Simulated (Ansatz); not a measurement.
## Starting-point dependence of the GW gap of MgH2 (P4_2/mnm)

Aim: G0W0 for MgH2 (P4_2/mnm) on several starting functionals, at one mesh, band count and screening cutoff.

Main program and level: Ansatz 0.2.0; G0W0 on several functionals, plane waves, PAW.

Most raw output is cut from this account.

In doubt: masses and optical values from hybrid runs of this build are listed as unsure (steps 3, 4), which bears on the screening that GW takes from such a start.

### Step 1. Starting point

It takes space group P4_2/mnm (No. 136, tetragonal). The conventional cell has a = 4.517 Å, b = 4.517 Å, c = 3.021 Å, α = 90.00°, β = 90.00°, γ = 90.00°. Mg has 6 H at 1.95 Å nearest. H has 3 Mg at 1.95 Å nearest. Farther neighbours are not listed.

The cell and positions come from the Crystallography Open Database and are kept as given unless a step says otherwise.

### Step 2. G0W0 on PBE

G0W0 replaces the xc potential by the self-energy, built once from these orbitals. Only a window of levels is corrected, while the sums run over the empty bands that the input names. This step takes hard PAW files.

This step: G0W0 on PBE, plane waves, PAW.

The input, input.yaml:

```yaml
crystal:
  lattice:
    - [4.5168, 0.0, 0.0]
    - [0.0, 4.5168, 0.0]
    - [0.0, 0.0, 3.0205]
  atoms:
    - { symbol: Mg, position: [0.0, 0.0, 0.0] }
    - { symbol: Mg, position: [0.5, 0.5, 0.5] }
    - { symbol: H, position: [0.306, 0.306, 0.0] }
    - { symbol: H, position: [0.194, 0.806, 0.5] }
    - { symbol: H, position: [0.694, 0.694, 0.0] }
    - { symbol: H, position: [0.806, 0.194, 0.5] }
kpoints:
  mp_grid: { grid: [4, 4, 6] }
hamiltonian:
  xc: pbe
  pseudopotentials: { kind: paw, source: ansatz }
scf:
  occupations: { method: fixed }
gw:
  n_empty_bands: 366
  ecut_chi: 190.0
  qp_bands: [v2, c2]
  qp_kpoints: band_edges
  screening: { model: contour_deformation }
```

Started as:

```console
ansatz run input.yaml --threads 4 --pin off --max-ram 138240MiB --backend cuda --events-out ev --progress --plain --runs-dir out --devices 1 --max-vram 26GiB
```

The job ended after 31 s (1 × NVIDIA H100 80GB HBM3 (shared by 3 runs) with 4 threads of AMD EPYC 7R13 (Zen 3), shared host; peak memory 2 GiB; 56 s of CPU time).

This step gave:

```
bands summed                                 : 378
RPA ε∞ on this mesh (eigenvalues)            : 3.659, 3.659, 3.672
plane waves in the screening matrix          : 359
q-points in the mesh                         : 96
G0W0 gap on the mesh                         : 5.970 eV
k of the valence top                         : 0, 0.25, 0
k of the conduction bottom                   : -0.5, -0.5, -0.5
starting gap on the mesh                     : 3.902 eV
Z at the valence top                         : 0.7660
Z at the conduction bottom                   : 0.8116
least direct G0W0 gap on the computed points : 6.753 eV
```

The gap on the mesh goes from 3.90 eV to 5.97 eV, a correction of +2.07 eV. Between the two edge states, bare exchange in place of the xc potential would open the gap by 7.81 eV, and correlation takes back 5.75 eV.

### Step 3. G0W0 on HSE06

The same correction from a different start measures what one shot leaves open.

This step: G0W0 on HSE06, plane waves, PAW.

input.yaml, as its differences from that of step 2:

```diff
@@ -15,3 +15,3 @@
 hamiltonian:
-  xc: pbe
+  xc: hse06
   pseudopotentials: { kind: paw, source: ansatz }
```

Wall time 68 s (1 × NVIDIA H100 80GB HBM3 (shared by 3 runs) with 4 threads); peak memory 2.5 GiB; 1.7 min of CPU time.

Numbers from this step:

* bands summed: 378
* RPA ε∞ on this mesh (eigenvalues): 3.111, 3.111, 3.118
* plane waves in the screening matrix: 359
* q-points in the mesh: 96
* G0W0 gap on the mesh: 6.620 eV
* k of the valence top: 0, 0.25, 0
* k of the conduction bottom: -0.5, -0.5, -0.5
* starting gap on the mesh: 5.020 eV
* Z at the valence top: 0.7970
* Z at the conduction bottom: 0.8356
* least direct G0W0 gap on the computed points: 7.419 eV

Against the run with 4×4×6 mesh, 366 empty bands, screening to 190 eV, hard PAW files on PBE, the gap moves by +0.65 eV, while the start moved by +1.12 eV.

### Step 4. G0W0 on PBE0

This step: G0W0 on PBE0, plane waves, PAW.

input.yaml, as its differences from that of step 3:

```diff
@@ -15,3 +15,3 @@
 hamiltonian:
-  xc: hse06
+  xc: pbe0
   pseudopotentials: { kind: paw, source: ansatz }
```

The job ended after 66 s (1 × NVIDIA H100 80GB HBM3 (shared by 3 runs) with 4 threads; peak memory 2.5 GiB).

Numbers from this step:

```yaml
bands_summed: 378
rpa_eps_infinity_on_this_mesh_eigenvalues: 2.933, 2.933, 2.942
plane_waves_in_the_screening_matrix: 359
g0w0_gap_on_the_mesh: 6.871 eV
k_of_the_valence_top: 0, 0.25, 0
k_of_the_conduction_bottom: -0.5, -0.5, -0.5
starting_gap_on_the_mesh: 5.759 eV
least_direct_g0w0_gap_on_the_computed_points: 7.668 eV
```

Against the run with 4×4×6 mesh, 366 empty bands, screening to 190 eV, hard PAW files on HSE06, the gap moves by +0.25 eV, while the start moved by +0.74 eV.

### Step 5. Side by side

All on the 4×4×6 mesh with 366 empty bands and screening to 190 eV. Times are wall times on 1 × NVIDIA H100 80GB HBM3 (shared by 3 runs) with 4 threads of AMD EPYC 7R13 (Zen 3), shared host, good to a factor of about two.

| start | starting gap (eV) | shift (eV) | G0W0 gap (eV) | RPA ε∞ (harmonic mean) | Z (valence, conduction) | time |
| --- | --- | --- | --- | --- | --- | --- |
| PBE | 3.90 | +2.07 | 5.97 | 3.66 | 0.77, 0.81 | 31 s |
| HSE06 | 5.02 | +1.60 | 6.62 | 3.11 | 0.80, 0.84 | 68 s |
| PBE0 | 5.76 | +1.11 | 6.87 | 2.94 | 0.81, 0.85 | 66 s |

How the two edges are built up, in eV (the quasiparticle level is the starting level plus Σx plus Σc less Vxc):

| run | edge | start | Σx | Σc | Vxc | Z | QP |
| --- | --- | --- | --- | --- | --- | --- | --- |
| PBE | valence top | 1.71 | -15.27 | 2.08 | -11.71 | 0.77 | 0.23 |
| PBE | conduction bottom | 5.61 | -5.27 | -3.66 | -9.52 | 0.81 | 6.20 |
| HSE06 | valence top | 0.96 | -15.35 | 1.79 | -12.45 | 0.80 | -0.15 |
| HSE06 | conduction bottom | 5.98 | -5.06 | -3.47 | -9.02 | 0.84 | 6.47 |
| PBE0 | valence top | 0.58 | -15.35 | 1.65 | -12.83 | 0.81 | -0.29 |
| PBE0 | conduction bottom | 6.33 | -5.05 | -3.36 | -8.66 | 0.85 | 6.58 |

For a hybrid start, Vxc holds its share of exact exchange.

### Step 6. Summary of results

| Item | Value |
| --- | --- |
| G0W0@PBE | 5.97 eV (start 3.90 eV) |
| G0W0@HSE06 | 6.62 eV (start 5.02 eV) |
| G0W0@PBE0 | 6.87 eV (start 5.76 eV) |
| known limits | not at the basis limit |

**Reading.** The starting gaps span 1.86 eV and the G0W0 gaps 0.90 eV. Between PBE and PBE0, 0.90 eV of the 1.86 eV survives, 49 %. PBE0 screens less than PBE (ε∞ 2.94 against 3.66). Of the 0.90 eV by which its G0W0 gap is higher, the correlation part gives +0.73 eV, and exchange with the one-particle terms, which follow the orbitals, +0.17 eV. The smallest correction, +1.11 eV, is on PBE0, the start nearest to reproducing itself. Bands and cutoff are finite, so the gap is not at the basis limit. The miss can reach some tenths of an eV and take either sign; the mesh is an error of its own.

[Paths, hosts, dates, memory and timing lines, banners, echoed tables and standing remarks are left out of the program output.]

[Logs are printed without paths, hosts, clocks, repeated set-up lines and the standing remarks that a program may print on its own settings, such as how far it seeks lower states.]

[Runs of the session that timed out or met a known fault of the program may be left out.]

[Cells called generated may have been cut or substituted from an entry of the Crystallography Open Database or the Materials Project.]

[Hosts, paths, dates, database ids (printed as entryN), source tags and the programs' standing remarks are cut or masked in the printed files.]
